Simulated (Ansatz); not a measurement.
# How BP (F-43m) expands on warming, part 2 of 3

Wanted: α(T), C_P(T) and B(T) of BP in the quasi-harmonic approximation.

What experiment has found for this phase:
- volume expansion coefficient 9.6 1e-6/K near room temperature (given in “Thermal expansion coefficients of high thermal conducting BAs and BP materials (three times its linear coefficient)”, 2019, arxiv:1906.04101)

Ansatz 0.2.0; DFT LDA, scalar-relativistic, plane waves, PAW.

So far. Step 4 (Relaxing to small residual forces and stress): The residual pressure is 0.0015 GPa, small enough for phonons. Step 5 (A new level, relaxed again): The residual pressure is -0.0051 GPa, small enough for phonons. The relaxed cell has a = 4.490 Å (conventional setting).

## (6) Phonons on strained cells, cutoff 550 eV, k-mesh 12×12×12

Thermal expansion follows from how the free energy of the vibrations (and of the electrons in a metal) changes with strain, so the program makes strained cells, their phonons and a fit in one run.

input.yaml

```yaml
crystal:
  lattice:
    - [0.0, 2.2451932682, 2.2451932682]
    - [2.2451932682, 0.0, 2.2451932682]
    - [2.2451932682, 2.2451932682, 0.0]
  atoms:
    - { symbol: B, position: [0.0, 0.0, 0.0] }
    - { symbol: P, position: [0.25, 0.25, 0.25] }
kpoints:
  mp_grid: { grid: [12, 12, 12] }
hamiltonian:
  xc: lda
scf:
  occupations: { method: fixed }
output:
  eigenvalues: true
basis:
  ecutwfc: 550.0
phonons:
  method: dfpt
  qmesh: [4, 4, 4]
  temperatures: { t_max: 800.0, t_step: 50 }
  thermal_expansion: {}
```

Run with:

```sh
$ ansatz run input.yaml --threads 4 --pin off --max-ram 8192MiB --backend cpu --events-out ev --progress --plain --runs-dir out
```

Numbers of over 12 decimals in the logs are rounded to 6 here.

The log of the run:

```text
Warning: phonons: the dynamical matrix that this run interpolates holds no multipole term above the dipole-dipole one, and a site of this crystal is no centre of inversion, so its interpolated transverse optical and acoustic branches and sound speeds can stay off near Gamma, and the density of states and the thermodynamics with them. What a run solves at a wave vector of phonons.qpoints, Gamma apart, where the deck admits one, is free of this, and under fd what a larger phonons.supercell samples
[...]
Crystal: 2 atoms, lattice volume = 22.636 Å³
Basis set: ecut = 550 eV, 645 PW (Γ), exchange–correlation on 50×50×50 points (8 copies of the dense FFT grid, shifted against one another)
Bands: 8, of which v1, the nominal top of the filled ones, is band 4 counted from 1 (3 counted from 0)
Symmetry: 24 space group operations
[...]
k-points: 72 of 1728 (time reversal used)
[...]
SCF iter   1: F=—  HF=-876.641621 eV  |F-HF|=—  |Δ(HF+E_count)|=         —  Δρ=5.42e-3  dr2=5.11e-3  ethr=1.77e-3  ⟨swp⟩=5.1  Hψ=4220  notcnv=0  defer=133
[...]
SCF iter   8: F=-876.640512 eV  HF=-876.640512 eV  |F-HF|=7.16e-12  |Δ(HF+E_count)|=  2.77e-11  Δρ=1.98e-7  dr2=9.98e-12  ethr=1.00e-12  ⟨swp⟩=10.4  Hψ=4010  notcnv=0
SCF 1 converged in 8 iterations: F = -876.640512 eV  dr2 = 9.98e-12
[...]
relax step   1: F+E_penalty+E_count = -876.64051203 eV  Δ(F+E_penalty+E_count) = +0.000e0 eV  max|allowed force component| = 3.423e-16 eV/Å  Δτ_max = 0.0000 Å  (8 SCF iters, accepted)
SCF converged after 8 iterations
Free energy (F): -876.640512 eV
[...]
Internal energy: -876.640512 eV  (E = F + TS)
E sigma→0 (E₀):  -876.640512 eV
Fermi energy:    9.489168 eV
[...]
--- Stress (GPa, compression-positive) ---
       -0.005118      -0.000000      -0.000000
        0.000000      -0.005118       0.000000
       -0.000000       0.000000      -0.005118
  P = ⅓ Tr σ = -0.0051 GPa (-0.051 kbar)
--- Band table (eV; the first three rows and the last of 72) ---
[...]
── thermal expansion: 3 new cells, 3 in all ──
thermal expansion: relaxation of cell 2
thermal expansion: relaxation of cell 3
── thermal expansion: 2 new cells, 5 in all ──
thermal expansion: relaxation of cell 4
thermal expansion: lower-state search of cell 4
thermal expansion: phonons of cell 4
thermal expansion: relaxation of cell 5
thermal expansion: phonons of cell 5
── thermal expansion: 5 new cells, 10 in all ──
thermal expansion: relaxation of cell 6
thermal expansion: relaxation of cell 7
thermal expansion: relaxation of cell 8
thermal expansion: relaxation of cell 9
thermal expansion: relaxation of cell 10
thermal expansion: phonons of cell 6
thermal expansion: phonons of cell 7
--- Relaxed structure (1 steps of the walk, 1 accepted, 0 SCFs on fresh bases) ---
  F+E_penalty+E_count = -876.64051203 eV   max|allowed force component| = 3.423e-16 eV/Å
  atoms:
    - { symbol: B, position: [0.0, 0.0, 0.0] }
    - { symbol: P, position: [0.25, 0.25, 0.25] }
--- Thermal expansion: 10 cells in 3 rounds, 0 GPa ---
  no lower state was reached at cell 4
  without vibrations: a 3.17515, b 3.17515, c 3.17515 Å, V 22.6349 Å³, B 175.78 GPa
  at 0 K: a 3.18415, b 3.18415, c 3.18415 Å, V 22.8279 Å³, B 172.28 GPa
  zero-point expansion: a +0.283, b +0.283, c +0.283, V +0.853 %
      T/K        a/Å        b/Å        c/Å       V/Å³ | expansion of a, b, c, V (1e-6/K)   | that of V in the mean from 25 °C | C_P, C_V (J/mol K of the cell) | B_T, B_S (GPa)
     0.00    3.18415    3.18415    3.18415    22.8279 |    0.00    0.00    0.00    0.00 |    3.09 |     0.000     0.000 |   172.28   172.28
   100.00    3.18417    3.18417    3.18417    22.8284 |    0.28    0.28    0.28    0.85 |    4.53 |     5.891     5.891 |   172.24   172.24
   200.00    3.18444    3.18444    3.18444    22.8341 |    1.50    1.50    1.50    4.49 |    6.62 |    18.868    18.859 |   171.89   171.97
   298.15    3.18513    3.18513    3.18513    22.8489 |    2.88    2.88    2.88    8.63 |       - |    29.075    29.022 |   171.15   171.46
   350.00    3.18565    3.18565    3.18565    22.8602 |    3.46    3.46    3.46   10.38 |    9.54 |    33.012    32.923 |   170.66   171.12
   450.00    3.18690    3.18690    3.18690    22.8870 |    4.29    4.29    4.29   12.87 |   10.98 |    38.367    38.193 |   169.62   170.39
   550.00    3.18836    3.18836    3.18836    22.9185 |    4.84    4.84    4.84   14.51 |   12.09 |    41.757    41.488 |   168.49   169.59
   650.00    3.18996    3.18996    3.18996    22.9532 |    5.21    5.21    5.21   15.64 |   12.97 |    43.990    43.622 |   167.33   168.74
   750.00    3.19167    3.19167    3.19167    22.9901 |    5.49    5.49    5.49   16.46 |   13.67 |    45.530    45.062 |   166.13   167.86
   800.00    3.19256    3.19256    3.19256    23.0092 |    5.60    5.60    5.60   16.79 |   13.98 |    46.127    45.609 |   165.53   167.41
  the static fit leaves 0.000 meV an atom of the energies and, of the stresses, 0.000 GPa of each cell's largest along a strain (root mean squares over the cells), whose Pulay part it has at -0.013 GPa
  vibrations' free energy: its fit passes through its cells
  the electrons' free energy at temperature is not in it: every band gap is over 0.83 eV
  free energies summed between the sampled wave vectors
  estimated error of the fitted expansion in any direction: up to 0.025e-6/K, at 800 K, with few degrees of freedom (an estimate, not a bound: it was exceeded on models of known expansion)
  by sums over the sampled wave vectors an expansion of the volume parts by up to 0.34e-6/K
  by a static energy of one degree less an expansion of the volume parts by up to 0.00e-6/K
  band gaps on the cells' k-points are 1.107 to 1.187 eV
```

The job ended after 11 min (4 threads of Arm Neoverse N1, shared host; peak memory 1.3 GiB; 41 min of CPU time).

Numbers from this step:

| Quantity | Value |
| --- | --- |
| pressure | -0.005118 GPa |
| volume expansion coefficient at 298 K | 8.632 1e-6/K |
| C_P at 298 K | 14.54 J/mol-atom/K |
| entropy at 298 K | 9.889 J/mol-atom/K |
| isothermal bulk modulus at 298 K | 171.2 GPa |
| Grüneisen parameter at 298 K | 0.7004 |
| volume at 298 K | 11.42 Å³/atom |
| principal linear expansion coefficients at 298 K | 2.877, 2.877, 2.877 1e-6/K |

Strained cells of the study; zero-point energy where phonons were solved; the pressures are stresses at a fixed cutoff and can carry an offset from the finite basis. Expansion cells, by row:

```tsv
cell	|a| (Å)	|b| (Å)	|c| (Å)	V (Å³/atom)	E - E_lowest (meV/atom)	pressure, compression positive (GPa)	gap (eV)	zero-point energy (meV/atom)
1	3.175	3.175	3.175	11.32	0	-0.018	1.145	-
2	3.201	3.201	3.201	11.59	3.506	-4.034	1.175	-
3	3.15	3.15	3.15	11.05	3.589	4.376	1.114	-
4	3.175	3.175	3.175	11.32	0	-0.043	1.145	102.8
5	3.191	3.191	3.191	11.49	1.409	-2.598	1.164	101.2
6	3.183	3.183	3.183	11.4	0.365	-1.345	1.154	102
7	3.199	3.199	3.199	11.58	3.161	-3.839	1.173	100.4
8	3.144	3.144	3.144	10.99	5.594	5.517	1.107	-
9	3.16	3.16	3.16	11.15	1.37	2.66	1.126	-
10	3.211	3.211	3.211	11.71	7.031	-5.616	1.187	-
```

Quasi-harmonic; a, b, c are the run's own cell vectors. Expansion, by row:

```tsv
T (K)	a (Å)	b (Å)	c (Å)	alpha (deg)	beta (deg)	gamma (deg)	cell volume (Å³/cell)	alpha_a (1e-6/K)	alpha_b (1e-6/K)	alpha_c (1e-6/K)	alpha_V (1e-6/K)	C_P (J/mol-atom/K)	C_V (J/mol-atom/K)	S (J/mol-atom/K)	B_T (GPa)	B_S (GPa)	Grueneisen	extrapolation	fit error (1e-6/K)
0	3.184	3.184	3.184	60	60	60	22.83	0	0	0	0	0	0	0	172.3	172.3	-	0	0
50	3.184	3.184	3.184	60	60	60	22.83	0.04	0.04	0.04	0.11	0.385	0.385	0.107	172.3	172.3	0.335	0	0
100	3.184	3.184	3.184	60	60	60	22.83	0.28	0.28	0.28	0.85	2.946	2.946	1.053	172.2	172.2	0.343	0	0
150	3.184	3.184	3.184	60	60	60	22.83	0.8	0.8	0.8	2.39	6.252	6.251	2.871	172.1	172.1	0.453	0	0
200	3.184	3.184	3.184	60	60	60	22.83	1.5	1.5	1.5	4.49	9.434	9.429	5.111	171.9	172	0.563	0	0
250	3.185	3.185	3.185	60	60	60	22.84	2.23	2.23	2.23	6.7	12.26	12.25	7.528	171.6	171.7	0.645	0	0.01
298.1	3.185	3.185	3.185	60	60	60	22.85	2.88	2.88	2.88	8.63	14.54	14.51	9.889	171.2	171.5	0.7	0	0.01
300	3.185	3.185	3.185	60	60	60	22.85	2.9	2.9	2.9	8.7	14.62	14.59	9.979	171.1	171.4	0.702	0	0.01
350	3.186	3.186	3.186	60	60	60	22.86	3.46	3.46	3.46	10.38	16.51	16.46	12.38	170.7	171.1	0.741	0	0.01
400	3.186	3.186	3.186	60	60	60	22.87	3.92	3.92	3.92	11.76	18	17.94	14.69	170.2	170.8	0.768	0	0.01
450	3.187	3.187	3.187	60	60	60	22.89	4.29	4.29	4.29	12.87	19.18	19.1	16.88	169.6	170.4	0.788	0	0.01
500	3.188	3.188	3.188	60	60	60	22.9	4.59	4.59	4.59	13.77	20.12	20.01	18.95	169.1	170	0.802	0	0.01
550	3.188	3.188	3.188	60	60	60	22.92	4.84	4.84	4.84	14.51	20.88	20.74	20.9	168.5	169.6	0.814	0	0.01
600	3.189	3.189	3.189	60	60	60	22.94	5.04	5.04	5.04	15.13	21.49	21.33	22.75	167.9	169.2	0.822	0	0.01
650	3.19	3.19	3.19	60	60	60	22.95	5.21	5.21	5.21	15.64	22	21.81	24.49	167.3	168.7	0.829	0	0.01
700	3.191	3.191	3.191	60	60	60	22.97	5.36	5.36	5.36	16.08	22.41	22.2	26.13	166.7	168.3	0.835	0	0.01
750	3.192	3.192	3.192	60	60	60	22.99	5.49	5.49	5.49	16.46	22.77	22.53	27.69	166.1	167.9	0.84	0	0.02
800	3.193	3.193	3.193	60	60	60	23.01	5.6	5.6	5.6	16.79	23.06	22.8	29.17	165.5	167.4	0.844	0	0.03
```

The expansion coefficient by temperature; values in 1e-6/K:

```tsv
temperature (K)	volume	principal 1
0	0	0
50	0.11	0.04
100	0.85	0.28
150	2.39	0.8
200	4.49	1.5
250	6.7	2.23
298	8.63	2.88
300	8.7	2.9
350	10.4	3.46
400	11.8	3.92
450	12.9	4.29
500	13.8	4.59
550	14.5	4.84
600	15.1	5.04
650	15.6	5.21
700	16.1	5.36
750	16.5	5.49
800	16.8	5.6
```

At 298 K the volume expansion is 8.63 × 10⁻⁶/K and B_T is 171 GPa.

## (7) The quasi-harmonic study, cutoff 487.2 eV, k-mesh 20×20×20

Thermal expansion follows from how the free energy of the vibrations (and of the electrons in a metal) changes with strain, so the program makes strained cells, their phonons and a fit in one run.

input.yaml, the sections that differ from step 6:

```yaml
crystal:
  lattice:
    - [0.0, 2.2452187559, 2.2452187559]
    - [2.2452187559, 0.0, 2.2452187559]
    - [2.2452187559, 2.2452187559, 0.0]
  atoms:
    - { symbol: B, position: [0.0, 0.0, 0.0] }
    - { symbol: P, position: [0.25, 0.25, 0.25] }
kpoints:
  mp_grid: { grid: [20, 20, 20] }
# hamiltonian, scf, output, phonons: as in step 6
# basis: removed
```

The log of the run:

```text
[...]
Crystal: 2 atoms, lattice volume = 22.636 Å³
Basis set: ecut = 487.2 eV, 537 PW (Γ), exchange–correlation on 48×48×48 points (8 copies of the dense FFT grid, shifted against one another)
Bands: 8, of which v1, the nominal top of the filled ones, is band 4 counted from 1 (3 counted from 0)
Symmetry: 24 space group operations
[...]
k-points: 256 of 8000 (time reversal used)
[...]
SCF iter   1: F=—  HF=-876.641306 eV  |F-HF|=—  |Δ(HF+E_count)|=         —  Δρ=5.41e-3  dr2=5.11e-3  ethr=1.77e-3  ⟨swp⟩=5.1  Hψ=15067  notcnv=0  defer=484
[...]
SCF iter   8: F=-876.640193 eV  HF=-876.640193 eV  |F-HF|=7.96e-12  |Δ(HF+E_count)|=  1.76e-11  Δρ=2.06e-7  dr2=1.07e-11  ethr=1.00e-12  ⟨swp⟩=10.5  Hψ=14420  notcnv=0
SCF 1 converged in 8 iterations: F = -876.640193 eV  dr2 = 1.07e-11
[...]
relax step   1: F+E_penalty+E_count = -876.64019261 eV  Δ(F+E_penalty+E_count) = +0.000e0 eV  max|allowed force component| = 3.793e-16 eV/Å  Δτ_max = 0.0000 Å  (8 SCF iters, accepted)
SCF converged after 8 iterations
Free energy (F): -876.640193 eV
[...]
Internal energy: -876.640193 eV  (E = F + TS)
E sigma→0 (E₀):  -876.640193 eV
Fermi energy:    9.488686 eV
[...]
--- Stress (GPa, compression-positive) ---
       -0.012069       0.000000      -0.000000
       -0.000000      -0.012069       0.000000
       -0.000000       0.000000      -0.012069
  P = ⅓ Tr σ = -0.0121 GPa (-0.121 kbar)
--- Band table (eV; the first three rows and the last of 256) ---
[...]
── thermal expansion: 3 new cells, 3 in all ──
thermal expansion: relaxation of cell 2
thermal expansion: relaxation of cell 3
── thermal expansion: 2 new cells, 5 in all ──
thermal expansion: relaxation of cell 4
thermal expansion: lower-state search of cell 4
thermal expansion: phonons of cell 4
thermal expansion: relaxation of cell 5
thermal expansion: phonons of cell 5
── thermal expansion: 5 new cells, 10 in all ──
thermal expansion: relaxation of cell 6
thermal expansion: relaxation of cell 7
thermal expansion: relaxation of cell 8
thermal expansion: relaxation of cell 9
thermal expansion: relaxation of cell 10
thermal expansion: phonons of cell 6
thermal expansion: phonons of cell 7
--- Relaxed structure (1 steps of the walk, 1 accepted, 0 SCFs on fresh bases) ---
  F+E_penalty+E_count = -876.64019261 eV   max|allowed force component| = 3.793e-16 eV/Å
  atoms:
    - { symbol: B, position: [0.0, 0.0, 0.0] }
    - { symbol: P, position: [0.25, 0.25, 0.25] }
--- Thermal expansion: 10 cells in 3 rounds, 0 GPa ---
  no lower state was reached at cell 4
  without vibrations: a 3.17515, b 3.17515, c 3.17515 Å, V 22.6348 Å³, B 175.75 GPa
  at 0 K: a 3.18415, b 3.18415, c 3.18415 Å, V 22.8278 Å³, B 172.26 GPa
  zero-point expansion: a +0.284, b +0.284, c +0.284, V +0.853 %
[...]
0.00    3.18415    3.18415    3.18415    22.8278 |    0.00    0.00    0.00    0.00 |    3.09 |     0.000     0.000 |   172.26   172.26
   100.00    3.18417    3.18417    3.18417    22.8283 |    0.28    0.28    0.28    0.85 |    4.54 |     5.891     5.891 |   172.22   172.22
   200.00    3.18444    3.18444    3.18444    22.8340 |    1.50    1.50    1.50    4.49 |    6.63 |    18.868    18.859 |   171.87   171.95
   298.15    3.18513    3.18513    3.18513    22.8489 |    2.88    2.88    2.88    8.64 |       - |    29.075    29.023 |   171.13   171.44
   350.00    3.18565    3.18565    3.18565    22.8602 |    3.46    3.46    3.46   10.39 |    9.55 |    33.012    32.923 |   170.65   171.11
   450.00    3.18690    3.18690    3.18690    22.8870 |    4.29    4.29    4.29   12.88 |   10.99 |    38.367    38.193 |   169.60   170.38
   550.00    3.18836    3.18836    3.18836    22.9185 |    4.84    4.84    4.84   14.52 |   12.10 |    41.758    41.488 |   168.48   169.57
   650.00    3.18997    3.18997    3.18997    22.9532 |    5.22    5.22    5.22   15.65 |   12.97 |    43.991    43.622 |   167.31   168.72
   750.00    3.19168    3.19168    3.19168    22.9901 |    5.49    5.49    5.49   16.47 |   13.68 |    45.530    45.062 |   166.12   167.84
   800.00    3.19256    3.19256    3.19256    23.0093 |    5.60    5.60    5.60   16.80 |   13.99 |    46.127    45.609 |   165.52   167.40
[...]
vibrations' free energy: its fit passes through its cells
  the electrons' free energy at temperature is not in it: every band gap is over 0.83 eV
  free energies summed between the sampled wave vectors
[...]
band gaps on the cells' k-points are 1.116 to 1.190 eV
```

It took 36 min on 4 threads; peak memory 4 GiB; 2.3 h of CPU time.

This step gave:

- pressure: -0.01207 GPa
- gap on the k-mesh: 1.151 eV
- volume expansion coefficient at 298 K: 8.638 1e-6/K
- isothermal bulk modulus at 298 K: 171.1 GPa
- Grüneisen parameter at 298 K: 0.7008
- principal linear expansion coefficients at 298 K: 2.879, 2.879, 2.879 1e-6/K

Strained cells of the study; zero-point energy where phonons were solved; the pressures are stresses at a fixed cutoff and can carry an offset from the finite basis. Expansion cells, by row:

```tsv
cell	|a| (Å)	|b| (Å)	|c| (Å)	V (Å³/atom)	E - E_lowest (meV/atom)	pressure, compression positive (GPa)	gap (eV)	zero-point energy (meV/atom)
1	3.175	3.175	3.175	11.32	0	-0.032	1.151	-
2	3.201	3.201	3.201	11.59	3.518	-4.047	1.179	-
3	3.15	3.15	3.15	11.05	3.576	4.36	1.123	-
4	3.175	3.175	3.175	11.32	0	-0.05	1.151	102.8
5	3.191	3.191	3.191	11.49	1.409	-2.604	1.169	101.2
6	3.183	3.183	3.183	11.4	0.366	-1.352	1.16	102
7	3.199	3.199	3.199	11.58	3.165	-3.847	1.177	100.4
8	3.144	3.144	3.144	10.99	5.594	5.51	1.116	-
9	3.16	3.16	3.16	11.15	1.371	2.653	1.134	-
10	3.211	3.211	3.211	11.71	7.039	-5.625	1.19	-
```

(Continued in part 3 of 3.)

[Logs are printed without paths, hosts, clocks, repeated set-up lines and the standing remarks that a program may print on its own settings, such as how far it seeks lower states.]

[Hosts, paths, dates, database ids (printed as entryN), source tags and the programs' standing remarks are cut or masked in the printed files.]

[A step with changed settings may run another functional than the one named; its input shows which.]
